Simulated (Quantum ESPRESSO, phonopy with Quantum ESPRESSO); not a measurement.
# LiF (Fm-3m): phonons against volume

Which modes of LiF drive its thermal expansion?

Measurements to reproduce:
- volume expansion coefficient 99.6 1e-6/K and heat capacity C_P per formula unit 42 J/mol/K near room temperature (given in “High-Throughput Prediction of Finite-Temperature Properties using the Quasi-Harmonic Approximation”, 2016, arXiv:1603.06924)
- volume expansion coefficient 106.5 1e-6/K near room temperature (given in “Descriptors for thermal expansion in solids”, 2017, arXiv:1701.03966)

Method: DFT LDA, scalar-relativistic, plane waves, GBRV ultrasoft pseudopotentials, in Quantum ESPRESSO 7.5.

Most raw output is cut from this account.

### Step 1. Set-up

The structure is cubic, space group Fm-3m (No. 225). Conventional cell: a = 4.028 Å, b = 4.028 Å, c = 4.028 Å, α = 90.00°, β = 90.00°, γ = 90.00°. Nearest to Li lie 6 F at 2.01 Å. Nearest to F lie 6 Li at 2.01 Å. Farther neighbours and most contacts between anions are not listed.

### Step 2. A first coarse run

Before spending time, one coarse run tells the gap and the pressure of the starting cell.

The input, probe.in:

```
&CONTROL
  calculation = 'scf'
  prefix      = 'x'
  outdir      = './tmp'
  pseudo_dir  = './pseudo'
  tprnfor     = .true.
  tstress     = .true.
  verbosity   = 'high'
/
&SYSTEM
  ibrav       = 0
  nat         = 2
  ntyp        = 2
  ecutwfc     = 45.0
  ecutrho     = 270.0
  occupations = 'smearing'
  smearing    = 'gaussian'
  degauss     = 0.01
/
&ELECTRONS
  conv_thr         = 1.0d-07
  mixing_beta      = 0.7
  electron_maxstep = 100
/
ATOMIC_SPECIES
 Li      6.9400  Li.upf
 F      18.9984  F.upf
CELL_PARAMETERS angstrom
     0.000000000    2.014000000    2.014000000
     2.014000000    0.000000000    2.014000000
     2.014000000    2.014000000    0.000000000
ATOMIC_POSITIONS crystal
 Li     0.000000000   0.000000000   0.000000000
 F      0.500000000   0.500000000   0.500000000
K_POINTS automatic
 8 8 8 0 0 0
```

Launch:

```console
OMP_NUM_THREADS=1 mpirun -n 8 pw.x -nk 8 -in probe.in > probe.out
```

It took 1 s on 8 MPI ranks of Arm Neoverse V2, shared host; 7.3 s of CPU time.

This step gave:

| Property | Result |
| --- | --- |
| volume per atom | 8.169 Å³ |
| pressure | -6.227 GPa |
| gap on the k-mesh | 8.813 eV |

The start is under -6.2 GPa at this level and looks like an insulator or semiconductor on this mesh.

### Step 3. Finding the static equilibrium

Phonons are second derivatives about a minimum, so cell and atoms are relaxed first, inside the symmetry of the start.

The input, relax.in:

```
&CONTROL
  calculation   = 'vc-relax'
  prefix        = 'x'
  outdir        = './tmp'
  pseudo_dir    = './pseudo'
  tprnfor       = .true.
  tstress       = .true.
  forc_conv_thr = 2.0d-05
  etot_conv_thr = 1.0d-07
  nstep         = 40
/
&SYSTEM
  ibrav       = 0
  nat         = 2
  ntyp        = 2
  ecutwfc     = 45.0
  ecutrho     = 270.0
  occupations = 'fixed'
  nbnd        = 7
/
&ELECTRONS
  conv_thr         = 1.0d-11
  mixing_beta      = 0.7
  electron_maxstep = 100
/
&IONS
/
&CELL
  press_conv_thr = 0.1
/
ATOMIC_SPECIES
 Li      6.9400  Li.upf
 F      18.9984  F.upf
CELL_PARAMETERS angstrom
     0.000000000    2.014000000    2.014000000
     2.014000000    0.000000000    2.014000000
     2.014000000    2.014000000    0.000000000
ATOMIC_POSITIONS crystal
 Li     0.000000000   0.000000000   0.000000000
 F      0.500000000   0.500000000   0.500000000
K_POINTS automatic
 10 10 10 0 0 0
```

Launch:

```console
OMP_NUM_THREADS=1 mpirun -n 8 pw.x -nk 8 -in relax.in > relax.out
```

Run time: 2.9 s. Hardware: 8 MPI ranks.

The steps of the relaxation:

```
step  energy less that of the first step (eV)  largest force (eV/Å)  volume (Å³)
   1                                   0.0000                0.0000        16.34
   2                                  -0.0173                0.0000        15.82
   3                                  -0.0289                0.0000        15.06
   4                                  -0.0291                0.0000        14.96
   5                                  -0.0291                0.0000        14.97
   6                                  -0.0290                0.0000        14.97
```

```
conventional cell, symmetrised  before  after  change
                         a (Å)   4.028  3.912  -2.9 %
                         b (Å)   4.028  3.912  -2.9 %
                         c (Å)   4.028  3.912  -2.9 %
              volume (Å³/atom)    8.17   7.48  -8.4 %
```

Final coordinates:

```
CELL_PARAMETERS angstrom
0.00000 1.95597 1.95597
1.95597 0.00000 1.95597
1.95597 1.95597 0.00000
ATOMIC_POSITIONS crystal
Li 0.00000 0.00000 0.00000
F 0.50000 0.50000 0.50000
```

This step gave:

```
volume per atom   : 7.483 Å³
pressure          : -0.009 GPa
gap on the k-mesh : 9.642 eV
```

After the last step pw.x solved the final cell once more on a basis chosen for it, which moves the energy without moving the atoms.

### Step 4. Ground state at this cell

A tight ground state at this cell gives the energy of this member; its pressure is the stress at this cutoff, which can carry an offset from the finite basis.

The input, scf.in:

```
&CONTROL
  calculation = 'scf'
  prefix      = 'x'
  outdir      = './tmp'
  pseudo_dir  = './pseudo'
  tprnfor     = .true.
  tstress     = .true.
/
&SYSTEM
  ibrav       = 0
  nat         = 2
  ntyp        = 2
  ecutwfc     = 45.0
  ecutrho     = 270.0
  occupations = 'fixed'
  nbnd        = 7
/
&ELECTRONS
  conv_thr         = 1.0d-12
  mixing_beta      = 0.7
  electron_maxstep = 100
/
ATOMIC_SPECIES
 Li      6.9400  Li.upf
 F      18.9984  F.upf
CELL_PARAMETERS angstrom
     0.000000000    1.955965703    1.955965703
     1.955965703    0.000000000    1.955965703
     1.955965703    1.955965703    0.000000000
ATOMIC_POSITIONS crystal
 Li     0.000000000   0.000000000   0.000000000
 F      0.500000000   0.500000000   0.500000000
K_POINTS automatic
 12 12 12 0 0 0
```

Launch:

```console
OMP_NUM_THREADS=1 mpirun -n 8 pw.x -nk 8 -in scf.in > scf.out
```

Wall time 1.3 s (8 MPI ranks).

This step gave:

```
pressure          : -0.01 GPa
gap on the k-mesh : 9.640 eV
```

On a basis chosen for the relaxed cell the pressure is -0.01 GPa, small enough for phonons.

### Step 5. Born charges and dielectric tensor

In a polar crystal the Born charges and ε∞ give the long-range dipole term that a finite supercell misses. They are those of this k-mesh and were not tested on a denser one; where the gap is small they converge slowly, and the LO modes with them.

The input, ph.in:

```
phonons
&INPUTPH
  prefix = 'x'
  outdir = './tmp'
  fildyn = 'x.dyn'
  tr2_ph = 1.0d-18
  epsil  = .true.
/
0.000000000 0.000000000 0.000000000
```

scf.in is that of step 4.

Launch:

```console
OMP_NUM_THREADS=1 mpirun -n 8 ph.x -nk 8 -in ph.in > ph.out
```

Elapsed: 9.4 s, on 8 MPI ranks.

This step gave:

```yaml
gamma_frequencies: -14.84, -14.84, -14.84, 343.2, 343.2, 343.2 cm⁻¹ (negative: imaginary)
gamma_symmetry: T_1u G_15 G_4- I, T_1u G_15 G_4- I, T_1u G_15 G_4- I, T_1u G_15 G_4- I, T_1u G_15 G_4- I, T_1u G_15 G_4- I
```

ε∞:

```
2.11 0.00 0.00
0.00 2.11 0.00
0.00 0.00 2.11
```

Born charge (rows field, columns displacement), before the sum rule (e), principal values of the symmetric part by kind of site:

```
atom  atoms with these values    low  middle   high   mean
 Li1                        1   1.03    1.03   1.03   1.03
  F2                        1  -1.04   -1.04  -1.04  -1.04
```

In full for F2:

```
-1.04  0.00  0.00
 0.00 -1.04  0.00
 0.00  0.00 -1.04
```

The Born charges sum to zero within 0.0053 e; the rest is removed before use. Acoustic frequencies in this log differ from zero by the error of the sum rule, which ph.x does not impose.

### Step 6. A displaced supercell

One atom (for the harmonic constants) or a pair of atoms (for the cubic ones) is moved by a few hundredths of an ångström; the forces on all atoms give a column of force constants. The threshold is tight because the forces are small.

System of this step: LiF. The cell holds 54 atoms: 27 Li and 27 F. Cell: a = 8.298 Å, b = 8.298 Å, c = 8.298 Å, α = 60.0°, β = 60.0°, γ = 60.0°. It derives from LiF, repeated 3×3×3.

The input, disp-00001.in:

```
&CONTROL
  calculation = 'scf'
  prefix      = 'x'
  outdir      = './tmp'
  pseudo_dir  = './pseudo'
  tprnfor     = .true.
  disk_io     = 'none'
/
&SYSTEM
  ibrav       = 0
  nat         = 54
  ntyp        = 2
  ecutwfc     = 45.0
  ecutrho     = 270.0
  occupations = 'fixed'
  nbnd        = 137
/
&ELECTRONS
  conv_thr         = 1.0d-11
  mixing_beta      = 0.7
  electron_maxstep = 100
/
ATOMIC_SPECIES
 Li      6.9400  Li.upf
 F      18.9984  F.upf
CELL_PARAMETERS angstrom
     0.000000000    5.867897109    5.867897109
     5.867897109    0.000000000    5.867897109
     5.867897109    5.867897109    0.000000000
ATOMIC_POSITIONS crystal
 Li     0.002410086   0.000000000   0.000000000
 Li     0.333333333   0.000000000   0.000000000
 Li     0.666666667   0.000000000   0.000000000
 Li     0.000000000   0.333333333   0.000000000
 Li     0.333333333   0.333333333   0.000000000
 Li     0.666666667   0.333333333   0.000000000
 Li     0.000000000   0.666666667   0.000000000
 Li     0.333333333   0.666666667   0.000000000
[... 42 atom lines left out ...]
 F      0.833333333   0.500000000   0.833333333
 F      0.166666667   0.833333333   0.833333333
 F      0.500000000   0.833333333   0.833333333
 F      0.833333333   0.833333333   0.833333333
K_POINTS automatic
 3 3 3 0 0 0
```

Launch:

```console
OMP_NUM_THREADS=1 mpirun -n 4 pw.x -nk 4 -in disp-00001.in > disp-00001.out
```

It took 3.8 min on 4 MPI ranks.

Numbers from this step:

```
gap on the k-mesh : 9.641 eV
```

Force (size) by element, in eV/Å:

```
element  atoms    mean  spread (r.m.s.)   least  largest
     Li     27  0.0103           0.0163  0.0012   0.0901
      F     27  0.0054           0.0038  0.0010   0.0124
```

The atoms with the largest values:

```
atom       x, y, z (Å)              force (eV/Å)
 Li1  0.00, 0.01, 0.01  0.0000, -0.0637, -0.0637
 Li2  0.00, 1.96, 1.96    0.0000, 0.0129, 0.0129
 Li3  0.00, 3.91, 3.91    0.0000, 0.0126, 0.0126
 F34  5.87, 1.96, 5.87    0.0000, 0.0087, 0.0088
 F46  5.87, 5.87, 1.96    0.0000, 0.0088, 0.0087
 F52  9.78, 5.87, 5.87    0.0001, 0.0088, 0.0088
 F30  1.96, 5.87, 5.87   -0.0001, 0.0088, 0.0088
 F48  5.87, 9.78, 5.87    0.0000, 0.0067, 0.0087
```

At this level the gap is 9.64 eV on the k-mesh of the self-consistent run, which can miss the band edges.

### Step 7. A displaced supercell

disp-00002.in, as its differences from disp-00001.in of step 6:

```diff
@@ -30,3 +30,3 @@
 ATOMIC_POSITIONS crystal
- Li     0.002410086   0.000000000   0.000000000
+ Li     0.000000000   0.000000000   0.000000000
  Li     0.333333333   0.000000000   0.000000000
@@ -57,3 +57,3 @@
  Li     0.666666667   0.666666667   0.666666667
- F      0.166666667   0.166666667   0.166666667
+ F      0.169076752   0.166666667   0.166666667
  F      0.500000000   0.166666667   0.166666667
```

Launch:

```console
OMP_NUM_THREADS=1 mpirun -n 4 pw.x -nk 4 -in disp-00002.in > disp-00002.out
```

Elapsed: 3.9 min, on 4 MPI ranks; 15 min of CPU time.

### Step 8. Phonons, V/V0 1

This step: DFT LDA, scalar-relativistic, plane waves, GBRV ultrasoft pseudopotentials (phonopy with Quantum ESPRESSO 4.10.0 / 7.5).

Run time: 3.9 min. Hardware: 8 threads; 31 min of CPU time.

Numbers from this step:

| Property | Result |
| --- | --- |
| point group | m-3m |
| highest frequency | 668.8 cm⁻¹ |
| Debye temperature from the second moment | 683 K |
| lowest frequency on the path | 0 cm⁻¹ |
| zero-point energy | 0.1297 eV/cell |
| Γ frequencies | 0, 0, 0, 343.6, 343.6, 343.6 cm⁻¹ (negative: imaginary) |

Phonopy, LO-TO term from ph.x's tensors. The phonon branches at the labelled points (cm⁻¹):

```
    point  branch 1  branch 2  branch 3  branch 4  branch 5  branch 6
        Γ         0         0         0       344       344       669
  halfway       178       178       281       368       368       585
        X       258       258       370       370       380       470
  halfway       258       281       366       374       390       464
        U       256       325       354       356       442       447
jump to K       256       325       354       356       442       447
  halfway       183       209       293       314       384       618
        Γ         0         0         0       344       344       669
  halfway       152       152       267       335       335       653
        L       234       234       325       325       400       626
  halfway       250       287       343       371       385       547
        W       288       335       335       397       425       425
  halfway       274       285       368       383       387       457
        X       258       258       370       370       380       470
```

Harmonic. Thermo, by row:

```
T (K)  F_vib (meV/atom)  S (J/mol-atom/K)  C_V (J/mol-atom/K)
    0             64.84                 0                   0
   50             64.81             0.237               0.806
  100              64.3             2.111               5.721
  150             62.36             5.523               11.28
  200              58.5             9.352               15.27
  250             52.68             13.06               17.91
  300             45.01              16.5               19.67
  350             35.64             19.62               20.87
  400             24.72             22.47               21.72
  450              12.4             25.06               22.33
  500             -1.21             27.44               22.79
  550            -16.01             29.63               23.14
  600             -31.9             31.66               23.41
  650            -48.79             33.54               23.63
  700            -66.63              35.3                23.8
  750            -85.36             36.94               23.95
  800            -104.9             38.49               24.06
  850            -125.2             39.95               24.16
  900            -146.3             41.34               24.24
  950            -168.1             42.65               24.31
 1000            -190.5              43.9               24.37
```

Phonopy on the run's constants, 21x21x21 mesh, Gaussian sigma 5.1 cm⁻¹. Modes against wavenumber; read off at these points; values in 1/cm⁻¹/cell:

```
wavenumber (cm⁻¹)        F       Li
              0.0   2.0e-5   1.0e-5
             20.0   1.5e-5   7.3e-6
             40.0   1.0e-4   4.0e-5
             60.0   4.6e-4   1.7e-4
             80.0   7.4e-4   2.5e-4
            100.0  0.00107   3.6e-4
            120.0  0.00130   4.2e-4
            140.0  0.00230   6.9e-4
            160.0  0.00334   9.0e-4
            180.0  0.00442  0.00108
            200.0  0.00583  0.00116
            220.0   0.0105  0.00150
            240.0   0.0207  0.00169
            252.8   0.0221   0.0019
            260.0   0.0203  0.00185
            280.0   0.0122   9.5e-4
            300.0  0.00948   7.8e-4
            320.0  0.00986   0.0127
            340.0   0.0109   0.0215
            360.0   0.0238   0.0238
            364.1   0.0224   0.0245
            380.0  0.00817   0.0171
            400.0  0.00175   0.0101
            420.0   9.3e-5  0.00563
            440.0   2.3e-7  0.00146
            460.0   6.6e-5  0.00388
            480.0   1.3e-4  0.00428
            500.0   1.6e-4  0.00430
            520.0   2.2e-4  0.00414
            540.0   2.9e-4  0.00411
            560.0   3.7e-4  0.00464
            580.0   4.5e-4  0.00500
            600.0   5.6e-4  0.00511
            620.0   6.8e-4  0.00503
            640.0   7.3e-4  0.00321
            660.0   4.8e-4  0.00152
            680.0   1.8e-6   1.4e-5
```

No LO-TO term. Modes at Γ, with each element's share of the kinetic energy:

```
mode  frequency (cm⁻¹)  symmetry  Li %  F %
   1               0.0       T1u    27   73
   2               0.0       T1u    27   73
   3               0.0       T1u    27   73
   4             343.6       T1u    73   27
   5             343.6       T1u    73   27
   6             343.6       T1u    73   27
```

Displacements in mode 4 (343.6 cm⁻¹), the largest set to 1:
```
Li1  0.00  0.25  1.00
F2   0.00 -0.09 -0.37
```

No mode is imaginary beyond numerical noise along the path.

The time given is that of the 2 pw.x runs on displaced cells behind this step.

### Step 9. Ground state at this cell, V/V0 1.015

This step: DFT LDA, scalar-relativistic, plane waves, GBRV ultrasoft pseudopotentials (Quantum ESPRESSO 7.5).

System of this step: LiF. Symmetry: Fm-3m, No. 225, cubic system. Conventional cell: a = 3.931 Å, b = 3.931 Å, c = 3.931 Å, α = 90.00°, β = 90.00°, γ = 90.00°. Nearest to Li lie 6 F at 1.97 Å. F has 6 Li at 1.97 Å nearest. Farther neighbours and most contacts between anions are not listed.

scf.in, as its differences from that of step 5:

```diff
@@ -26,5 +26,5 @@
 CELL_PARAMETERS angstrom
-     0.000000000    1.955965703    1.955965703
-     1.955965703    0.000000000    1.955965703
-     1.955965703    1.955965703    0.000000000
+     0.000000000    1.965697036    1.965697036
+     1.965697036    0.000000000    1.965697036
+     1.965697036    1.965697036    0.000000000
 ATOMIC_POSITIONS crystal
```

Launch:

```console
OMP_NUM_THREADS=1 mpirun -n 8 pw.x -nk 8 -in scf.in > scf.out
```

The job ended after 1.3 s (8 MPI ranks).

At this level the gap is 9.49 eV on the k-mesh of the self-consistent run, which can miss the band edges.

### Step 10. Born charges and dielectric tensor

ph.in is that of step 5.

scf.in is that of step 9.

Launch:

```console
OMP_NUM_THREADS=1 mpirun -n 8 ph.x -nk 8 -in ph.in > ph.out
```

It took 9.4 s on 8 MPI ranks.

ε∞:

```
2.11 0.00 0.00
0.00 2.11 0.00
0.00 0.00 2.11
```

The Born charges sum to zero within 0.0053 e; the rest is removed before use. Acoustic frequencies in this log differ from zero by the error of the sum rule, which ph.x does not impose.

### Step 11. Forces on a displaced cell

System of this step: LiF. The cell holds 54 atoms: 27 Li and 27 F. Cell: a = 8.340 Å, b = 8.340 Å, c = 8.340 Å, α = 60.0°, β = 60.0°, γ = 60.0°. It derives from LiF, repeated 3×3×3.

disp-00001.in, as its differences from that of step 6:

```diff
@@ -26,7 +26,7 @@
 CELL_PARAMETERS angstrom
-     0.000000000    5.867897109    5.867897109
-     5.867897109    0.000000000    5.867897109
-     5.867897109    5.867897109    0.000000000
+     0.000000000    5.897091108    5.897091108
+     5.897091108    0.000000000    5.897091108
+     5.897091108    5.897091108    0.000000000
 ATOMIC_POSITIONS crystal
- Li     0.002410086   0.000000000   0.000000000
+ Li     0.002398155   0.000000000   0.000000000
  Li     0.333333333   0.000000000   0.000000000
```

Launch:

```console
OMP_NUM_THREADS=1 mpirun -n 4 pw.x -nk 4 -in disp-00001.in > disp-00001.out
```

The job ended after 3.6 min (4 MPI ranks).

### Step 12. Phonons, V/V0 1.015

This step: DFT LDA, scalar-relativistic, plane waves, GBRV ultrasoft pseudopotentials (phonopy with Quantum ESPRESSO 4.10.0 / 7.5).

It took 3.6 min on 8 threads.

Phonopy, LO-TO term from ph.x's tensors. Phonon branches along the path, in cm⁻¹:

```
    point  branch 1  branch 2  branch 3  branch 4  branch 5  branch 6
        Γ         0         0         0       330       330       660
  halfway       176       176       272       355       355       578
        X       255       255       356       356       369       462
  halfway       255       278       353       364       378       456
        U       252       318       342       348       433       438
jump to K       252       318       342       348       433       438
  halfway       176       207       287       303       371       609
        Γ         0         0         0       330       330       660
  halfway       148       148       262       322       322       644
        L       227       227       314       314       393       617
  halfway       244       281       332       359       380       539
        W       281       328       328       388       414       414
  halfway       269       282       359       372       374       449
        X       255       255       356       356       369       462
```

No mode is imaginary beyond numerical noise along the path. The highest zone-centre mode (no LO–TO term) moved by -3.9 % for a volume change of +1.5 %.

The time given is that of the 2 pw.x runs on displaced cells behind this step.

### Step 13. Ground state at this cell, V/V0 0.985

This step: DFT LDA, scalar-relativistic, plane waves, GBRV ultrasoft pseudopotentials (Quantum ESPRESSO 7.5).

System of this step: LiF. Symmetry: Fm-3m, No. 225, cubic system. Conventional cell: a = 3.892 Å, b = 3.892 Å, c = 3.892 Å, α = 90.00°, β = 90.00°, γ = 90.00°. Nearest to Li lie 6 F at 1.95 Å. F has 6 Li at 1.95 Å nearest. Farther neighbours and most contacts between anions are not listed.

scf.in, as its differences from that of step 10:

```diff
@@ -26,5 +26,5 @@
 CELL_PARAMETERS angstrom
-     0.000000000    1.965697036    1.965697036
-     1.965697036    0.000000000    1.965697036
-     1.965697036    1.965697036    0.000000000
+     0.000000000    1.946136564    1.946136564
+     1.946136564    0.000000000    1.946136564
+     1.946136564    1.946136564    0.000000000
 ATOMIC_POSITIONS crystal
```

Launch:

```console
OMP_NUM_THREADS=1 mpirun -n 8 pw.x -nk 8 -in scf.in > scf.out
```

Elapsed: 1.3 s, on 8 MPI ranks.

The run ends at a pressure of 1.35 GPa.

(Continued in part 2 of 3.)

[Logs are printed without paths, hosts, clocks, repeated set-up lines and the standing remarks that a program may print on its own settings, such as how far it seeks lower states.]

[Hosts, paths, dates, database ids (printed as entryN), source tags and the programs' standing remarks are cut or masked in the printed files.]

[A step with changed settings may run another functional than the one named; its input shows which.]

[Of the runs on displaced cells, only some may be shown.]
